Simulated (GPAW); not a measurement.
## C K-edge XANES of rock-salt (TiC)₁₋ₓ(ZrC)ₓ at x = 0

Aim: the C K edge in rock-salt (TiC)₁₋ₓ(ZrC)ₓ at x = 0, one member of a composition series.

Calculated with GPAW 26.7.0; X-ray absorption from dipole matrix elements to empty bands, plane-wave PAW LDA.

This is a report of a sequence of runs, with most program output left out.

## 1. Set-up

Symmetry: Fm-3m, No. 225, cubic system. Conventional cell: a = 4.328 Å, b = 4.328 Å, c = 4.328 Å, α = 90.00°, β = 90.00°, γ = 90.00°. Ti has 6 C at 2.16 Å nearest. Nearest to C lie 6 Ti at 2.16 Å. 16-atom rock-salt cell, 0 of 8 Ti sites taken by Zr at random, lattice constants typed for the ends and interpolated (Vegard). Farther neighbours are not listed.

As a file:

```xyz
16
Lattice="0.0000 4.3280 4.3280 4.3280 0.0000 4.3280 4.3280 4.3280 0.0000" Properties=species:S:1:pos:R:3 pbc="T T T"
Ti    0.0000    0.0000    0.0000
C     2.1640    4.3280    4.3280
Ti    2.1640    2.1640    0.0000
C     4.3280    6.4920    4.3280
Ti    2.1640    0.0000    2.1640
C     4.3280    4.3280    6.4920
Ti    4.3280    6.4920    6.4920
C     6.4920    6.4920    6.4920
Ti    0.0000    2.1640    2.1640
C     2.1640    2.1640    2.1640
Ti    6.4920    4.3280    6.4920
C     4.3280    4.3280    2.1640
Ti    2.1640    2.1640    4.3280
C     4.3280    2.1640    4.3280
Ti    4.3280    4.3280    4.3280
C     6.4920    4.3280    4.3280
```

## 2. The field without a hole

The ground state comes first: it tells whether the system has a gap, which decides how the excited electron is treated.

scf.py

```python
import numpy as np
from ase import Atoms
from ase.parallel import parprint, paropen
from gpaw import GPAW, PW, FermiDirac, Mixer, MixerDif, setup_paths
from gpaw.test import gen
setup_paths.insert(0, '.')
gen('C', name='nch1s', xcname='LDA', corehole=(1, 0, 0), write_xml=True)
from gpaw.mpi import world
world.barrier()

atoms = Atoms('TiCTiCTiCTiCTiCTiCTiCTiC',
    cell=[[0, 4.328, 4.328],
     [4.328, 0, 4.328],
     [4.328, 4.328, 0]],
    scaled_positions=[[0, 0, 0],
     [0.75, 0.25, 0.25],
     [0, 0, 0.5],
     [0.75, 0.25, 0.75],
     [0, 0.5, 0],
     [0.75, 0.75, 0.25],
     [1, 0.5, 0.5],
     [0.75, 0.75, 0.75],
     [0.5, 0, 0],
     [0.25, 0.25, 0.25],
     [0.5, 1, 0.5],
     [0.25, 0.25, 0.75],
     [0.5, 0.5, 0],
     [0.25, 0.75, 0.25],
     [0.5, 0.5, 0.5],
     [0.25, 0.75, 0.75]],
    pbc=True)
atoms.calc = calc = GPAW(legacy_gpaw=True, mode=PW(500, force_complex_dtype=True), xc='LDA', setups={1: 'nch1s'},
    kpts={'size': (5, 5, 5), 'gamma': True}, occupations=FermiDirac(0.05),
    charge=0, mixer=Mixer(0.1, 5, 50), maxiter=150,
    convergence={'density': 0.0001, 'eigenstates': 1e-6}, txt='scf.txt')
energy = atoms.get_potential_energy() + calc.get_reference_energy()
ef = calc.get_fermi_level()
out = dict(energy=energy, fermi=ef, forces=atoms.get_forces().tolist())
parprint(f'all-electron energy {energy:.4f} eV, Fermi level {ef:.4f} eV')
ev = np.array([[calc.get_eigenvalues(k, s) for k in range(len(calc.get_ibz_k_points()))] for s in range(calc.get_number_of_spins())])
out['homo'], out['lumo'], out['counts'] = ev[ev < ef].max(), ev[ev > ef].min(), sorted(set((ev < ef).sum((0, 2)).tolist()))
out['filled'] = (ev[:, 0] < ef).sum(1).tolist()
import json
with paropen('out.json', 'w') as f:
    json.dump(out, f)
```

The run is started by

```console
> OMP_NUM_THREADS=1 mpirun -n 4 gpaw python scf.py
```

The job ended after 49 s (4 MPI ranks of AMD EPYC 7B13 (Zen 3), shared host; peak memory 0.34 GiB).

The mesh shows no gap, so the system is treated as a metal and the core electron is put at the Fermi level (neutral cell).

## 3. Reference energy of the cell

The photon energy needs a difference of total energies, so the cell and mesh of the coming hole run are first run without a hole.

Changes to scf.py since step 2:

```diff
@@ -20,3 +20,3 @@
      [0.75, 0.75, 0.25],
-     [1, 0.5, 0.5],
+     [0, 0.5, 0.5],
      [0.75, 0.75, 0.75],
@@ -24,3 +24,3 @@
      [0.25, 0.25, 0.25],
-     [0.5, 1, 0.5],
+     [0.5, 0, 0.5],
      [0.25, 0.25, 0.75],
@@ -32,3 +32,3 @@
 atoms.calc = calc = GPAW(legacy_gpaw=True, mode=PW(500, force_complex_dtype=True), xc='LDA', setups={1: 'nch1s'},
-    kpts={'size': (5, 5, 5), 'gamma': True}, occupations=FermiDirac(0.05),
+    kpts={'size': (4, 4, 4), 'gamma': True}, occupations=FermiDirac(0.1),
     charge=0, mixer=Mixer(0.1, 5, 50), maxiter=150,
```

Elapsed: 48 s, on 4 MPI ranks; peak memory 0.33 GiB.

Reference energy: -193697.092 eV with the cores included.

## 4. Spectrum with XCH, C atom 2

The holes are 6.1 Å apart. In GPAW the data set carries the hole's charge, so charge=0 means a charged cell and charge=-1 a neutral one. The excited electron is kept in the cell, where it fills the lowest empty states and screens the hole. After the field has converged, empty bands are computed with the density fixed and the dipole matrix elements are summed.

The absorber has 6 Ti at 2.16 Å (octahedral).

xas.py

```python
import numpy as np
from ase import Atoms
from ase.parallel import parprint, paropen
from gpaw import GPAW, PW, FermiDirac, Mixer, MixerDif, setup_paths
from gpaw.test import gen
setup_paths.insert(0, '.')
gen('C', name='fch1s', xcname='LDA', corehole=(1, 0, 1), write_xml=True)
from gpaw.mpi import world
world.barrier()

atoms = Atoms('TiCTiCTiCTiCTiCTiCTiCTiC',
    cell=[[0, 4.328, 4.328],
     [4.328, 0, 4.328],
     [4.328, 4.328, 0]],
    scaled_positions=[[0, 0, 0],
     [0.75, 0.25, 0.25],
     [0, 0, 0.5],
     [0.75, 0.25, 0.75],
     [0, 0.5, 0],
     [0.75, 0.75, 0.25],
     [0, 0.5, 0.5],
     [0.75, 0.75, 0.75],
     [0.5, 0, 0],
     [0.25, 0.25, 0.25],
     [0.5, 0, 0.5],
     [0.25, 0.25, 0.75],
     [0.5, 0.5, 0],
     [0.25, 0.75, 0.25],
     [0.5, 0.5, 0.5],
     [0.25, 0.75, 0.75]],
    pbc=True)
atoms.calc = calc = GPAW(legacy_gpaw=True, mode=PW(500, force_complex_dtype=True), xc='LDA', setups={1: 'fch1s'},
    kpts={'size': (4, 4, 4), 'gamma': True}, occupations=FermiDirac(0.1),
    charge=-1, mixer=Mixer(0.1, 5, 50), maxiter=150,
    convergence={'density': 0.0001, 'eigenstates': 1e-6}, txt='scf.txt')
energy = atoms.get_potential_energy() + calc.get_reference_energy()
ef = calc.get_fermi_level()
out = dict(energy=energy, fermi=ef, forces=atoms.get_forces().tolist())
parprint(f'all-electron energy {energy:.4f} eV, Fermi level {ef:.4f} eV')
ev = np.array([[calc.get_eigenvalues(k, s) for k in range(len(calc.get_ibz_k_points()))] for s in range(calc.get_number_of_spins())])
out['homo'], out['lumo'], out['counts'] = ev[ev < ef].max(), ev[ev > ef].min(), sorted(set((ev < ef).sum((0, 2)).tolist()))
out['filled'] = (ev[:, 0] < ef).sum(1).tolist()

from ase.units import Ha
from gpaw.xas import dipole_matrix_elements
nb = int(calc.get_number_of_electrons() / 2) + 125
top, nb = nb, nb + 8 + nb // 12
nscf = calc.fixed_density(kpts={'size': (6, 6, 6), 'gamma': True}, nbands=nb,
    convergence={'bands': top, 'eigenstates': 5e-3}, maxiter=60, txt='nscf.txt')
cell = atoms.cell.array
ops = [cell.T @ U.T @ np.linalg.inv(cell.T) for U in nscf.wfs.kd.symmetry.op_scc]
E = np.arange(-6, 30, 0.1)
fwhm = np.interp(E, [4, 25], [0.9, 3.5])
Y, X, zero, highest = 0, 0, 1e9, 1e9
for spin in range(nscf.get_number_of_spins()):
    wfs = nscf.wfs
    mine = wfs.bd.get_slice()  # this rank's bands
    A = dipole_matrix_elements(wfs.setups[1])
    eps = np.zeros((wfs.kd.nibzkpts, nb))
    d = np.zeros((3, A.shape[1], wfs.kd.nibzkpts, nb), complex)
    for kpt in wfs.kpt_u:
        if kpt.s == spin and 1 in kpt.P_ani:
            eps[kpt.k, mine] = kpt.eps_n * Ha
            d[:, :, kpt.k, mine] = (kpt.weight * wfs.nspins / 2) ** 0.5 * np.inner(A, kpt.P_ani[1])
    world.sum(eps)
    world.sum(d)
    T = np.einsum('amkn,bmkn->abkn', d, d.conj()).real
    T = sum(np.einsum('ai,ijkn,bj->abkn', R, T, R) for R in ops) / len(ops)
    empty = eps > ef
    zero, highest = min(zero, eps[empty].min()), min(highest, eps[:, top - 1].min())
    lines = [(eps, T, empty)] if spin == 0 else lines + [(eps, T, empty)]
for eps, T, empty in lines:
    f = np.einsum('aakn->akn', T).reshape(3, -1)
    x = eps.ravel() - zero
    w = np.interp(x, E, fwhm) / 2.35482
    g = np.exp(-0.5 * ((E[:, None] - x) / w) ** 2) / (w * (2 * np.pi) ** 0.5)
    Y = Y + (f * empty.ravel()) @ g.T
    X = X + (f * ~empty.ravel()) @ g.T
out.update(E=E.round(2).tolist(), xas=Y.tolist(), xes=X.tolist(), zero=zero, valid=highest - zero, nk=len(eps), nb=nb)
for i in range(0, len(E), 10):
    parprint(f'{E[i]:7.2f}', *(f'{v:10.3e}' for v in Y[:, i]))
import json
with paropen('out.json', 'w') as f:
    json.dump(out, f)
```

The run is started by

```console
> OMP_NUM_THREADS=1 mpirun -n 4 gpaw python xas.py
```

Run time: 2.2 min. Hardware: 4 MPI ranks; peak memory 0.56 GiB; 8.6 min of CPU time.

The C K spectrum, C atom 2, excited-electron core hole (neutral cell) (energy from the lowest empty level; intensity scaled to a mean of 1 over the first 20 eV):

```tsv
E (eV)	intensity
-2.0	0.00
-1.5	0.00
-1.0	0.00
-0.5	0.08
0.0	0.38
0.5	0.69
1.0	0.81
1.5	0.95
2.0	1.31
2.5	1.93
3.0	2.65
3.5	2.11
4.0	1.21
4.5	0.95
5.0	0.80
5.5	0.88
6.0	1.23
6.5	1.42
7.0	1.22
7.5	0.69
8.0	0.25
8.5	0.11
9.0	0.15
9.5	0.27
10.0	0.45
10.5	0.70
11.0	0.95
11.5	1.18
12.0	1.38
12.5	1.58
13.0	1.79
13.5	1.92
14.0	1.84
14.5	1.59
15.0	1.26
15.5	0.96
16.0	0.73
16.5	0.57
17.0	0.49
17.5	0.47
18.0	0.48
18.5	0.49
19.0	0.49
19.5	0.48
20.0	0.47
20.5	0.45
21.0	0.42
21.5	0.39
22.0	0.36
22.5	0.33
23.0	0.30
23.5	0.28
24.0	0.26
24.5	0.26
25.0	0.27
25.5	0.29
26.0	0.32
26.5	0.37
27.0	0.44
27.5	0.52
28.0	0.61
28.5	0.70
29.0	0.79
29.5	0.87
```

Main maxima below 24 eV (height): 3.1 eV (2.67), 6.5 eV (1.42) and 13.6 eV (1.92). A K edge sees empty p states; the first features are C p mixed into the empty d states of the Ti neighbours, and the broad ones above probably into the cations' higher empty bands.

The total-energy difference is 284.90 eV. One term is added: -6.67 eV, since the hole is spin-paired here and a spin-polarised one costs that much less in the free atom (computed apart). The photon energy is then 278.23 eV. The functional leaves an error in such absolute values: in the free atom LDA prices this hole 2.9 eV below PBE (computed apart), and PBE is itself good to a few eV.

## 5. Cell without a hole, the energy reference

The absorbing element, whose data set is made anew, changes for the next run, so it gets a reference energy of its own.

Changes to scf.py since step 3:

```diff
@@ -6,3 +6,3 @@
 setup_paths.insert(0, '.')
-gen('C', name='nch1s', xcname='LDA', corehole=(1, 0, 0), write_xml=True)
+gen('Ti', name='nch1s', xcname='LDA', corehole=(1, 0, 0), write_xml=True)
 from gpaw.mpi import world
@@ -31,3 +31,3 @@
     pbc=True)
-atoms.calc = calc = GPAW(legacy_gpaw=True, mode=PW(500, force_complex_dtype=True), xc='LDA', setups={1: 'nch1s'},
+atoms.calc = calc = GPAW(legacy_gpaw=True, mode=PW(500, force_complex_dtype=True), xc='LDA', setups={0: 'nch1s'},
     kpts={'size': (4, 4, 4), 'gamma': True}, occupations=FermiDirac(0.1),
```

The run is started by

```console
> OMP_NUM_THREADS=1 mpirun -n 4 gpaw python scf.py
```

It took 48 s on 4 MPI ranks; peak memory 0.33 GiB.

Reference energy: -193697.092 eV with the cores included.

## 6. Spectrum with XCH, Ti atom 1

The holes are 6.1 Å apart. The excited electron is kept in the cell, where it fills the lowest empty states and screens the hole. After the field has converged, empty bands are computed with the density fixed and the dipole matrix elements are summed.

The absorber has 6 C at 2.16 Å (octahedral).

Changes to xas.py since step 4:

```diff
@@ -6,3 +6,3 @@
 setup_paths.insert(0, '.')
-gen('C', name='fch1s', xcname='LDA', corehole=(1, 0, 1), write_xml=True)
+gen('Ti', name='fch1s', xcname='LDA', corehole=(1, 0, 1), write_xml=True)
 from gpaw.mpi import world
@@ -31,3 +31,3 @@
     pbc=True)
-atoms.calc = calc = GPAW(legacy_gpaw=True, mode=PW(500, force_complex_dtype=True), xc='LDA', setups={1: 'fch1s'},
+atoms.calc = calc = GPAW(legacy_gpaw=True, mode=PW(500, force_complex_dtype=True), xc='LDA', setups={0: 'fch1s'},
     kpts={'size': (4, 4, 4), 'gamma': True}, occupations=FermiDirac(0.1),
@@ -52,3 +52,3 @@
 E = np.arange(-6, 30, 0.1)
-fwhm = np.interp(E, [4, 25], [0.9, 3.5])
+fwhm = np.interp(E, [4, 25], [0.94, 3.5])
 Y, X, zero, highest = 0, 0, 1e9, 1e9
@@ -57,3 +57,3 @@
     mine = wfs.bd.get_slice()  # this rank's bands
-    A = dipole_matrix_elements(wfs.setups[1])
+    A = dipole_matrix_elements(wfs.setups[0])
     eps = np.zeros((wfs.kd.nibzkpts, nb))
@@ -61,5 +61,5 @@
     for kpt in wfs.kpt_u:
-        if kpt.s == spin and 1 in kpt.P_ani:
+        if kpt.s == spin and 0 in kpt.P_ani:
             eps[kpt.k, mine] = kpt.eps_n * Ha
-            d[:, :, kpt.k, mine] = (kpt.weight * wfs.nspins / 2) ** 0.5 * np.inner(A, kpt.P_ani[1])
+            d[:, :, kpt.k, mine] = (kpt.weight * wfs.nspins / 2) ** 0.5 * np.inner(A, kpt.P_ani[0])
     world.sum(eps)
```

The run is started by

```console
> OMP_NUM_THREADS=1 mpirun -n 4 gpaw python xas.py
```

Wall time 90 s (4 MPI ranks); peak memory 0.45 GiB; 5.6 min of CPU time.

The Ti K spectrum, Ti atom 1, excited-electron core hole (neutral cell) (energy from the lowest empty level; intensity scaled to a mean of 1 over the first 20 eV):

```tsv
E (eV)	intensity
-2.0	0.00
-1.4	0.00
-0.8	0.01
-0.2	0.08
0.4	0.19
1.0	0.14
1.6	0.12
2.2	0.18
2.8	0.27
3.4	0.44
4.0	0.35
4.6	0.28
5.2	0.45
5.8	0.52
6.4	0.49
7.0	0.29
7.6	0.11
8.2	0.11
8.8	0.21
9.4	0.38
10.0	0.60
10.6	0.85
11.2	1.07
11.8	1.15
12.4	1.21
13.0	1.42
13.6	1.76
14.2	1.98
14.8	1.96
15.4	1.88
16.0	1.94
16.6	2.13
17.2	2.32
17.8	2.38
18.4	2.23
19.0	1.96
19.6	1.68
20.2	1.47
20.8	1.33
21.4	1.23
22.0	1.13
22.6	1.03
23.2	0.95
23.8	0.90
24.4	0.87
25.0	0.86
25.6	0.89
26.2	0.96
26.8	1.09
27.4	1.24
28.0	1.40
28.6	1.51
29.2	1.55
29.8	1.52
```

Main maxima below 29 eV (height): 0.4 eV (0.19), 3.5 eV (0.45), 6.0 eV (0.52), 14.4 eV (1.99) and 17.7 eV (2.38). A K edge sees empty p states. The first eV above the zero hold little dipole weight, as the lowest empty bands are of d character; the main edge, of 4p character, rises through 0.6 near 10 eV above the zero.

The total-energy difference is 4969.85 eV. One term is added: -22.68 eV, since the hole is spin-paired here and a spin-polarised one costs that much less in the free atom (computed apart). The photon energy is then 4947.17 eV. The tabulated edge of the element is 4966 eV. The functional leaves an error in such absolute values: in the free atom LDA prices this hole 13.2 eV below PBE (computed apart), and PBE is itself good to a few eV.

## 7. Summary of results

```json
{
  "absorber and edge": "C K, atom 2 of the ground-state input (counted from 1)",
  "surroundings": "6 Ti at 2.16 Å (octahedral)",
  "highest intensity below 16 eV": "3.1 eV above the zero, height 2.67",
  "photon energy of the zero, with the added terms": "278.2 eV (raw 284.9 eV; LDA puts this hole about 3 eV below PBE, itself good to a few eV)"
}
```

In words: The C K edge of atom 2, with 6 Ti at 2.16 Å (octahedral), has its highest intensity of the first 16 eV at 3.1 eV above the zero, near 281 eV in photon energy (LDA puts this hole about 3 eV below PBE, itself good to a few eV), 2.7 times the mean level of the first 20 eV (Gaussian full width 0.9 eV up to 4 eV, rising linearly to 3.5 eV at 25 eV). The holes are only 6.1 Å apart, so the shape is probably not converged with cell size; no larger cell was run here.

[Logs are printed without paths, hosts, clocks, repeated set-up lines and the standing remarks that a program may print on its own settings, such as how far it seeks lower states.]

[Hosts, paths, dates, database ids (printed as entryN), source tags and the programs' standing remarks are cut or masked in the printed files.]

[Lists of maxima count a maximum above −3 eV only where it reaches 4 % of the highest in the window and stands out from its surroundings by 2 % of it (1.5 % where it reaches 55 %); shoulders and weaker maxima are passed over, and of the rest the first, up to two pre-edge ones and the few strongest are named.]
